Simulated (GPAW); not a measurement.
Consider Zn (Im-3m).

```cif
data_structure
_symmetry_space_group_name_H-M 'P 1'
_symmetry_Int_Tables_number 1
_cell_length_a 2.7177
_cell_length_b 2.7177
_cell_length_c 2.7177
_cell_angle_alpha 109.471
_cell_angle_beta 109.471
_cell_angle_gamma 109.471
_cell_volume 15.45
loop_
_atom_site_label
_atom_site_type_symbol
_atom_site_fract_x
_atom_site_fract_y
_atom_site_fract_z
_atom_site_occupancy
Zn1 Zn 0.00000 0.00000 0.00000 1
```

Absorber: atom 1, with 8 Zn at 2.72 Å and 6 Zn at 3.14 Å (cube and octahedron, as in bcc, site symmetry m-3m). Method: GPAW, LDA, excited-electron core hole (neutral cell), 8-atom cell with 5.4 Å between holes, 6×6×6 k points, dipole transitions, Gaussian full width 1.67 eV up to 4 eV, rising linearly to 3.5 eV at 25 eV.

This is not the structure that Zn takes at ambient pressure and room temperature (hexagonal, No. 194); it is a model or a phase of other conditions.

**Question.** What does the Zn K edge look like?

Main maxima up to 29 eV above the zero (height): 4.8 eV (1.22), 11.0 eV (1.47) and 26.6 eV (0.93). A K edge sees empty p states on the absorber. The total-energy difference is 9671.92 eV. One term is added: -30.82 eV, since the hole is spin-paired here and a spin-polarised one costs that much less in the free atom (computed apart). The photon energy is then 9641.10 eV. The tabulated edge of the element is 9659 eV. The functional leaves an error in such absolute values: in the free atom LDA prices this hole 19.1 eV below PBE (computed apart), and PBE is itself good to a few eV.

The Zn K spectrum (energy from the lowest empty level; intensity scaled to a mean of 1 over the first 20 eV):

```csv
E (eV),intensity
-2.0,0.00
-1.5,0.01
-1.0,0.05
-0.5,0.17
0.0,0.35
0.5,0.54
1.0,0.68
1.5,0.77
2.0,0.88
2.5,1.00
3.0,1.08
3.5,1.12
4.0,1.16
4.5,1.21
5.0,1.22
5.5,1.18
6.0,1.10
6.5,1.03
7.0,1.03
7.5,1.10
8.0,1.18
8.5,1.22
9.0,1.25
9.5,1.29
10.0,1.36
10.5,1.44
11.0,1.47
11.5,1.45
12.0,1.36
12.5,1.24
13.0,1.09
13.5,0.93
14.0,0.78
14.5,0.68
15.0,0.64
15.5,0.64
16.0,0.65
16.5,0.67
17.0,0.70
17.5,0.74
18.0,0.79
18.5,0.83
19.0,0.85
19.5,0.87
20.0,0.87
20.5,0.87
21.0,0.87
21.5,0.86
22.0,0.86
22.5,0.86
23.0,0.87
23.5,0.87
24.0,0.88
24.5,0.89
25.0,0.91
25.5,0.92
26.0,0.93
26.5,0.93
27.0,0.93
27.5,0.92
28.0,0.89
28.5,0.86
29.0,0.82
29.5,0.79
```

The script folds with a Gaussian, whereas the core hole's own line is a Lorentzian, so the onset is too steep and the first peak too high. The holes are only 5.4 Å apart, so the shape is probably not converged with cell size; no larger cell was run here. The structure is a computed Materials Project entry and may be a hypothetical form.

[Banner, clock and machine lines of the logs are left out without a mark of their own.]

[Logs are printed without paths, hosts, clocks, repeated set-up lines and the standing remarks that a program may print on its own settings, such as how far it seeks lower states.]

[Hosts, paths, dates, database ids (printed as entryN), source tags and the programs' standing remarks are cut or masked in the printed files.]

[Lists of maxima count a maximum above −3 eV only where it reaches 4 % of the highest in the window and stands out from its surroundings by 2 % of it (1.5 % where it reaches 55 %); shoulders and weaker maxima are passed over, and of the rest the first, up to two pre-edge ones and the few strongest are named.]
